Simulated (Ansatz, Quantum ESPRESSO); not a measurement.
# MgO (Periclase): Raman and infrared activity, part 3 of 3

Aim: Raman and infrared lines of MgO (Periclase).

Quantum ESPRESSO 8.0 development, patched; DFT LDA, scalar-relativistic, plane waves, PseudoDojo norm-conserving pseudopotentials.

So far. Step 5 (Linear response at Γ): The acoustic modes at Γ come out as far as 2.8 cm⁻¹ from zero, where they should vanish, a small numerical error; the Born charges miss their sum rule by 1.0e-5 e, which is good. Step 6 (Modes with the sum rule): The rule moves no optical mode by more than 0.1 cm⁻¹. The relaxed cell has a = 4.160 Å (conventional setting).

The database entry behind the starting cell differs from later determinations by our own check (about 0.1 % long), so it need not match the best structure at ambient conditions.

### Step 8. Sum rules set otherwise (asr crystal)

The rule can be imposed in more than one way; the choices should agree where the raw error is small.

dynmat.in reads:

```
&INPUT
  fildyn = 'g.dyn'
  asr    = 'crystal'
  fileig = 'dynmat.eig'
  lperm  = .true.
/
```

Run with:

```
> dynmat.x -in dynmat.in > dynmat.out
```

The program printed:

```text
[banner, memory and clock lines left out]
Program DYNMAT v.8.0dev

     Reading Dynamical Matrix from file g.dyn
     ...Force constants read
     ...epsilon and Z* read
     ...Raman cross sections read
     Acoustic Sum Rule: || Z*(ASR) - Z*(orig)|| =    1.584997E-05
     Acoustic Sum Rule: ||dyn(ASR) - dyn(orig)||=    3.223338E-05
     A direction for q was not specified:TO-LO splitting will be absent

     Polarizability (A^3 units)
     multiply by 0.580025 for Clausius-Mossotti correction (not under assume_isolated = 'mt')
         3.111464    0.000000    0.000000
         0.000000    3.111464    0.000000
         0.000000    0.000000    3.111464

     IR activities are in (D/A)^2/amu units

# mode   [cm-1]    [THz]      IR
    1     -0.00   -0.0000    0.0000
    2     -0.00   -0.0000    0.0000
    3      0.00    0.0000    0.0000
    4    409.27   12.2696    9.2967
    5    409.27   12.2696    9.2967
    6    409.27   12.2696    9.2967

Electronic dielectric permittivity tensor (relative, adimensional)
         3.172189    0.000000    0.000000
         0.000000    3.172189    0.000000
         0.000000    0.000000    3.172189

 ... with zone-center polar mode contributions
         9.748504    0.000000   -0.000000
         0.000000    9.748504    0.000000
        -0.000000    0.000000    9.748504
```

Wall time 0.46 s (1 thread of Arm Neoverse V2, shared host).

This step gave:

| Item | Value |
| --- | --- |
| mean static dielectric constant | 9.748 |

Zone-centre frequencies as printed; negative means imaginary. Modes:

```
mode  frequency (cm⁻¹)
   1                 0
   2                 0
   3                 0
   4             409.3
   5             409.3
   6             409.3
```

Against the first rule no mode moves by more than 0.1 cm⁻¹.

### Step 9. The LO-TO splitting (1 0 0)

A longitudinal polar mode sets up a macroscopic field that stiffens it; the term hangs on the direction from which q goes to zero.

dynmat.in reads:

```
&INPUT
  fildyn = 'g.dyn'
  asr    = 'simple'
  fileig = 'dynmat.eig'
  q(1)   = 1.0
  q(2)   = 0.0
  q(3)   = 0.0
/
```

Run with:

```
> dynmat.x -in dynmat.in > dynmat.out
```

The program printed:

```text
[banner, memory and clock lines left out]
Program DYNMAT v.8.0dev

     Reading Dynamical Matrix from file g.dyn
     ...Force constants read
     ...epsilon and Z* read
     ...Raman cross sections read

     Polarizability (A^3 units)
     multiply by 0.580025 for Clausius-Mossotti correction (not under assume_isolated = 'mt')
         3.111464    0.000000    0.000000
         0.000000    3.111464    0.000000
         0.000000    0.000000    3.111464

     IR activities are in (D/A)^2/amu units

# mode   [cm-1]    [THz]      IR
    1     -0.00   -0.0000    0.0000
    2      0.00    0.0000    0.0000
    3      0.00    0.0000    0.0000
    4    409.26   12.2693    9.2967
    5    409.26   12.2693    9.2967
    6    717.46   21.5089    9.2967
```

The job ended after 0.46 s (1 thread).

Numbers from this step:

```yaml
highest_mode_moved_by_the_lo_to_term: 717.5 cm⁻¹
```

Zone-centre frequencies as printed; negative means imaginary. Modes:

```
mode  frequency (cm⁻¹)
   1                 0
   2                 0
   3                 0
   4             409.3
   5             409.3
   6             717.5
```

The field moves one mode, from 409 to 718 cm⁻¹; the others stay.

### Step 10. A second program

A second program on the same cell, potentials, cutoff and meshes tests the implementation of the phonon response, not its convergence. Its field response is summed in its own way. Its k mesh is centred on Γ.

This step: DFT LDA, scalar-relativistic, plane waves, PseudoDojo norm-conserving pseudopotentials (Ansatz 0.2.0).

input.yaml reads:

```yaml
crystal:
  lattice:
    - [-2.0800911259, 0.0, 2.0800911259]
    - [0.0, 2.0800911259, 2.0800911259]
    - [-2.0800911259, 2.0800911259, 0.0]
  atoms:
    - { symbol: Mg, position: [0.0, 0.0, 0.0] }
    - { symbol: O, position: [0.5, 0.5, 0.5] }
kpoints:
  mp_grid: { grid: [12, 12, 12] }
hamiltonian:
  xc: lda
  pseudopotentials: { kind: nc, accuracy: standard }
scf:
  occupations: { method: fixed }
output:
  eigenvalues: true
basis:
  ecutwfc: 1142.878
phonons:
  method: dfpt
  dielectric: true
  rigid_motions: translations
  raman: true
```

Run with:

```
> ansatz run input.yaml --threads 4 --pin off --max-ram 8192MiB --backend cpu --events-out ev --progress --plain --runs-dir out
```

The program printed:

```text
Warning: basis.ecutwfc = 1142.878 eV is below the records' recommended 1142.878222 eV, and the density's cutoff is lower with it unless basis.ecutrho_ratio is high enough to keep the records' density cutoff: compare with a run at a higher cutoff
Engine: ansatz 0.2.0, aarch64-unknown-linux-gnu
Pseudopotentials: kind: nc
Pseudopotential: Mg, nc, valence charge 10, recommended cutoff 1142.878222 eV (normal), Mg.nc.azcp (PseudoDojo's, or run here from an input of PseudoDojo's; its table is named by hamiltonian.pseudopotentials.accuracy)
Pseudopotential: O, nc, valence charge 6, recommended cutoff 1142.878222 eV (normal), O.nc.azcp (PseudoDojo's, or run here from an input of PseudoDojo's; its table is named by hamiltonian.pseudopotentials.accuracy)
Functional definition: SPW92
  exchange = slater_x
  correlation = pw_c
Crystal: 2 atoms, lattice volume = 18.000 Å³
Basis set: ecut = 1142.878 eV, 1591 PW (Γ), exchange–correlation on 72×72×72 points (8 copies of the dense FFT grid, shifted against one another)
Bands: 12, of which v1, the nominal top of the filled ones, is band 8 counted from 1 (7 counted from 0)
Symmetry: 48 space group operations
k-points: 163 of 1728 (irreducible under 8 space group operations, time reversal used)
Non-local potential: Mg, projectors of the file, l = 0: 2, l = 1: 2
Non-local potential: O, projectors of the file, l = 0: 2, l = 1: 2, l = 2: 1
Initial density: superposition of atomic densities (chi_scale 0.1, normalization cell, long waves kept (reshape's long-wave potential 0.00 eV rms))
Initial wavefunctions: pseudopotential atomic-orbital guess
Functional: x = slater, c = lda
SCF iter   1: F=—  HF=-2066.168534 eV  |F-HF|=—  |Δ(HF+E_count)|=         —  Δρ=9.47e-2  dr2=7.10e-1  ethr=3.10e-3  ⟨swp⟩=5.2  Hψ=10383  notcnv=0  defer=307
preconditioner: auto → none  [insulator: Δε(μ)=5.018 eV  Ē_g=18.615 eV  n_scr=8 (ndim 8)  ℏωp=24.8 eV  f_vac=0.000  ε∞_Penn≈2.8]
SCF iter   2: F=—  HF=-2065.856254 eV  |F-HF|=—  |Δ(HF+E_count)|=   3.12e-1  Δρ=3.19e-2  dr2=8.33e-2  ethr=3.10e-3  ⟨swp⟩=2.4  Hψ=4526  notcnv=0  defer=309
SCF iter   3: F=—  HF=-2065.828123 eV  |F-HF|=—  |Δ(HF+E_count)|=   2.81e-2  Δρ=7.06e-3  dr2=2.85e-3  ethr=5.20e-4  ⟨swp⟩=2.1  Hψ=3357  notcnv=0  defer=324
SCF iter   4: F=—  HF=-2065.828473 eV  |F-HF|=—  |Δ(HF+E_count)|=   3.50e-4  Δρ=3.92e-3  dr2=1.93e-3  ethr=1.78e-5  ⟨swp⟩=2.0  Hψ=2903  notcnv=0  defer=324
SCF iter   5: F=—  HF=-2065.827899 eV  |F-HF|=—  |Δ(HF+E_count)|=   5.74e-4  Δρ=2.30e-4  dr2=1.51e-6  ethr=1.21e-5  ⟨swp⟩=2.0  Hψ=2887  notcnv=0  defer=324
SCF iter   6: F=—  HF=-2065.827900 eV  |F-HF|=—  |Δ(HF+E_count)|=   9.27e-7  Δρ=5.00e-5  dr2=7.52e-8  ethr=9.43e-9  ⟨swp⟩=2.1  Hψ=2644  notcnv=0  defer=73
SCF iter   7: F=—  HF=-2065.827900 eV  |F-HF|=—  |Δ(HF+E_count)|=   4.62e-8  Δρ=3.35e-6  dr2=5.33e-10  ethr=4.70e-10  ⟨swp⟩=1.4  Hψ=2276  notcnv=0  defer=73
SCF iter   8: F=-2065.827900 eV  HF=-2065.827900 eV  |F-HF|=2.27e-12  |Δ(HF+E_count)|=  2.77e-10  Δρ=2.60e-7  dr2=3.61e-12  ethr=1.00e-12  ⟨swp⟩=8.4  Hψ=11370  notcnv=0
SCF 1 converged in 8 iterations: F = -2065.827900 eV  dr2 = 3.61e-12
NSCF: frozen V_eff on 2 k-points
DFPT response loops at Γ: preconditioner auto → none (the input reference at scf.mixing.eps_inf says where Resta's filter doesn't serve); β = 0.50; Broyden in place of MSR1
── the response to a field inside a basis, on 12×12×12 k-points: an SCF that follows is theirs, and a resumed run solves both again ──
Bands: 9, of which v1, the nominal top of the filled ones, is band 8 counted from 1 (7 counted from 0)
k-points: 182 of 1728 (irreducible under 12 space group operations)
Initial density: handed on by an earlier stage of this run
Initial wavefunctions: pseudopotential atomic-orbital guess (no wavefunctions were taken with the density)
Eigensolver: Dense (182 Hₖ)
SCF iter   1: F=—  HF=-2065.825232 eV  |F-HF|=—  |Δ(HF+E_count)|=         —  Δρ=1.06e-4  dr2=1.43e-7  ethr=1.00e-1
preconditioner: auto → none  [insulator: Δε(μ)=5.196 eV  Ē_g=14.771 eV  n_scr=8 (ndim 8)  ℏωp=24.8 eV  f_vac=0.000  ε∞_Penn≈3.8]
SCF iter   2: F=—  HF=-2065.825232 eV  |F-HF|=—  |Δ(HF+E_count)|=   4.04e-7  Δρ=5.27e-5  dr2=3.27e-8  ethr=8.94e-10
SCF iter   3: F=—  HF=-2065.825232 eV  |F-HF|=—  |Δ(HF+E_count)|=   1.40e-7  Δρ=1.25e-5  dr2=1.41e-8  ethr=2.04e-10
SCF iter   4: F=-2065.825232 eV  HF=-2065.825232 eV  |F-HF|=6.37e-12  |Δ(HF+E_count)|=   1.18e-9  Δρ=9.31e-7  dr2=3.64e-11  ethr=8.82e-11
SCF 1 converged in 4 iterations: F = -2065.825232 eV  dr2 = 3.64e-11
DFPT response loops at Γ: mixed as the last ones told, above
DFPT response loops at Γ: mixed as the last ones told, above
DFPT response loops at Γ: mixed as the last ones told, above
SCF converged after 8 iterations
Free energy (F): -2065.827900 eV
Harris-Foulkes:  -2065.827900 eV  (|F-HF|=2.27e-12)
Internal energy: -2065.827900 eV  (E = F + TS)
E sigma→0 (E₀):  -2065.827900 eV
Fermi energy:    8.156895 eV
--- Per-component energies (eV) ---
  E_band       = -289.218832
  E_kinetic    = 1230.305187
  E_local      = -1648.107002  (includes V_loc(G=0)·N_el)
  E_nonlocal   = -569.901527
  E_hartree    = 552.762257
  E_xc         = -325.441016
  E_vxc        = -407.039943  (∫ρ·V_xc dr)
  E_ewald      = -1305.445800
  E_smearing   = -0.000000  (= −TS)
  E_closure    = 0.000000  (closes the sum)
  Σ components = -2065.827900   (vs F -2065.827900, Δ=0.00e0)
--- Band table (eV; the first three rows and the last of 163) ---
  k-point 0: bands = [... 4 lower, -8.9731, 8.1569, 8.1569, 8.1569, 13.2196, 24.0614, 24.0614, 24.0614]
  k-point 1: bands = [... 4 lower, -8.8886, 7.6816, 8.1065, 8.1065, 13.6641, 23.0773, 24.2371, 24.2371]
  k-point 2: bands = [... 4 lower, -8.6491, 6.6146, 7.9720, 7.9720, 14.6097, 21.6867, 24.6501, 24.6501]
  k-point 162: bands = [... 4 lower, -7.2405, 3.9009, 6.7476, 6.7476, 17.2050, 18.2946, 21.4353, 27.3640]
--- Phonons (Γ-DFPT): 2 representative perturbations + reference, on 163 of 1728 k-points (Σ response iterations 6) ---
  k mesh reduced under 8 symmetry operations, with k and −k counted as one. Each operation leaves every solved perturbation unchanged. A smaller set is not considered because the run solves the response to a homogeneous field
  ASR residual: 2.831e-4 → 0.000e0 eV/Å²; symmetrization residual: 3.990e-6 eV/Å²
  ASR residual per site (eV/Å²): 2.83e-4 2.47e-4
  Γ frequencies (cm⁻¹): 0.00 0.00 0.00 409.20 409.20 409.20
  ε∞ (high-frequency dielectric tensor):
        3.172049    -0.000000     0.000000
        0.000000     3.172049     0.000000
        0.000000    -0.000000     3.172049
  ε⁰ (static dielectric tensor: ions relaxed, cell fixed):
        9.750612     0.000000    -0.000000
        0.000000     9.750612     0.000000
       -0.000000     0.000000     9.750612
  ε⁰ − ε∞ (ionic part):
        6.578563     0.000000    -0.000000
        0.000000     6.578563     0.000000
       -0.000000     0.000000     6.578563
  softest optical mode at Γ: 409.20 cm⁻¹; the repairs (sum rule, projections) moved no ω² at Γ by more than (2.14 cm⁻¹)²
  Born effective charges Z* (e; rows j = field, columns β = displacement):
    site 0:
         1.97172    0.00000   -0.00000
         0.00000    1.97172   -0.00000
        -0.00000   -0.00000    1.97172
    site 1:
        -1.97172   -0.00000    0.00000
        -0.00000   -1.97172    0.00000
         0.00000    0.00000   -1.97172
  Z* charge neutrality: 7.182e-5 e pre-enforcement
  k-mesh period / interband length: 35.3 Å / 1.39 Å = 25.44 at k = (0.0000, 0.0000, 0.0000), direct gap 5.063 eV — 14 or more, which is no proof of convergence
  Raman tensors (in the event stream and the table raman_tensors.tsv): an entry may err by 1.1e-4 Å², one of the second-order susceptibility by 1.2e-20 pm/V (basis, points and sum rule); their sum over the sites missed zero by 3.838e-22 Å² ahead of its enforcement
  optical modes at Γ without the LO–TO term, one row a degenerate level:
      ω (cm⁻¹)  modes    IR ((D/Å)²/amu)  static Raman (Å⁴/amu)  depolarisation
        409.20      3            27.8891                 0.0000               —
  optical modes at Γ + LO–TO along q̂ = [1.0000, 0.0000, 0.0000]:
      ω (cm⁻¹)  modes    IR ((D/Å)²/amu)  static Raman (Å⁴/amu)  depolarisation
        409.20      2            18.5927                 0.0000               —
        717.43      1             9.2964                 0.0000               —
  optical modes at Γ + LO–TO along q̂ = [0.0000, 1.0000, 0.0000]:
      ω (cm⁻¹)  modes    IR ((D/Å)²/amu)  static Raman (Å⁴/amu)  depolarisation
        409.20      2            18.5927                 0.0000               —
        717.43      1             9.2964                 0.0000               —
  optical modes at Γ + LO–TO along q̂ = [0.0000, 0.0000, 1.0000]:
      ω (cm⁻¹)  modes    IR ((D/Å)²/amu)  static Raman (Å⁴/amu)  depolarisation
        409.20      2            18.5927                 0.0000               —
        717.43      1             9.2964                 0.0000               —
```

Wall time 77 s (4 threads); peak memory 1.1 GiB.

This step gave:

```
sum-rule residual before enforcement             : 2.83e-4 eV/Å²
miss of the charge sum rule                      : 7.18e-5 e
highest optical zone-centre mode (no LO-TO term) : 409.2 cm⁻¹
lowest optical zone-centre mode                  : 409.2 cm⁻¹
mean static dielectric constant                  : 9.751
highest mode moved by the LO-TO term             : 717.4 cm⁻¹
```

Transverse modes. Infrared lines, with heights relative to the strongest:

```csv
position (cm⁻¹),label,"IR intensity ((D/Å)²/amu), degenerate modes summed, relative"
409,T1u,100
```

### Step 11. Side by side: QE PseudoDojo and Ansatz, PseudoDojo

Numbers from this step:

* root-mean-square difference: 0.06 cm⁻¹
* largest difference: 0.06 cm⁻¹

Frequencies side by side, by row:

```
q (reciprocal lattice)  mode  QE PseudoDojo (cm⁻¹)  Ansatz, PseudoDojo (cm⁻¹)
                 0 0 0     1                     0                          0
                 0 0 0     2                     0                          0
                 0 0 0     3                     0                          0
                 0 0 0     4                 409.3                      409.2
                 0 0 0     5                 409.3                      409.2
                 0 0 0     6                 409.3                      409.2
```

The two runs side by side. Further quantities:

```csv
quantity,QE PseudoDojo,"Ansatz, PseudoDojo"
mean ε∞,3.172,3.172
"largest Born charge in size (e; the first before, the second after the charge sum rule)",1.972,1.972
summed IR intensity ((D/Å)²/amu),27.89,27.89
```

At the zone centre the largest difference (acoustic modes at Γ apart) is 0.01 % of the highest mode.

### Step 12. Results

| Quantity | Value |
| --- | --- |
| space group after relaxation | Fm-3m |
| volume per atom | 9.00 Å³ |
| gap on the k-mesh | 5.06 eV |
| highest optical zone-centre mode (no LO-TO term) | 409.3 cm⁻¹ |
| highest mode moved by the LO-TO term | 717.5 cm⁻¹ |
| mean high-frequency dielectric constant | 3.17 |
| largest Born charge in size (third of the trace) | 1.97 e |
| mean static dielectric constant | 9.75 |
| imaginary optical modes at the zone centre (no q mesh in this session) | none |
| largest difference from Ansatz, PseudoDojo | 0.06 cm⁻¹ |

No mode is Raman active in this structure; the strongest infrared line lies at 409 cm⁻¹. At the LDA level the optical modes of MgO (Periclase) at the zone centre (no LO-TO term) lie at 409 cm⁻¹. Along the directions run, the highest mode that the macroscopic field moves lies at 717 cm⁻¹. Lattice motion raises the mean dielectric constant from 3.172 to 9.749. The Born charge of Mg is 1.972 e against a formal charge of +2, close to the ionic value. The Lyddane-Sachs-Teller relation holds: (ωLO/ωTO)² is 3.07 and ε₀/ε∞ is 3.07. QE PseudoDojo and Ansatz, PseudoDojo agree to 0.06 cm⁻¹ (0.01 % of the highest mode compared) on all solved modes but the acoustic ones at Γ, without the LO-TO term. These are harmonic frequencies at zero temperature: anharmonic shifts and linewidths and thermal expansion are left out. The build is a development version in which the Raman tensors of release 7.5 are mended; dynmat.x leaves out the electro-optic term of LO lines.

Calculation against experiment:

```
                                      quantity  measured  LDA PseudoDojo norm-conserving, Quantum ESPRESSO  LDA PseudoDojo norm-conserving
                        lattice constant a (Å)    4.2118                                    4.160 (-1.2 %)                               -
                     band gap (least gap) (eV)      7.83                                                 -                 5.06 (-2.77 eV)
                       ε∞ (mean of the tensor)      2.95                                     3.17 (+7.5 %)                   3.17 (+7.5 %)
infrared mode, TO phonon at Gamma (T1u) (cm⁻¹)     396.5                                      409 (+3.2 %)                    409 (+3.2 %)
```

Measured values from arxiv:1807.05012 (2018), arxiv:0908.1581 (2009) and arxiv:0704.2267 (2007).

**Verdict.** The lattice constant a is off by -1.2 %: fair agreement. The band gap is off by -2.77 eV: a clear miss. Local and semilocal functionals usually give gaps below the measured ones. Zero-point and thermal motion shift the measured gap. The ε∞ is off by +7.5 % at LDA PseudoDojo norm-conserving, Quantum ESPRESSO: fair agreement. The infrared mode is off by +3.2 % at LDA PseudoDojo norm-conserving, Quantum ESPRESSO: fair agreement. The grades are ours: good and fair within 0.7 and 1.5 % for the lattice constant a, 7 and 18 % for the ε∞ and 3 and 7 % for the infrared mode. For lattice constants and infrared mode the calculation has a static lattice, without zero-point motion or thermal expansion (measured at up to 300 K).

[Host names and launcher messages were left out of these logs when they were recorded.]

[Logs are printed without paths, hosts, clocks, repeated set-up lines and the standing remarks that a program may print on its own settings, such as how far it seeks lower states.]

[Hosts, paths, dates, database ids (printed as entryN), source tags and the programs' standing remarks are cut or masked in the printed files.]
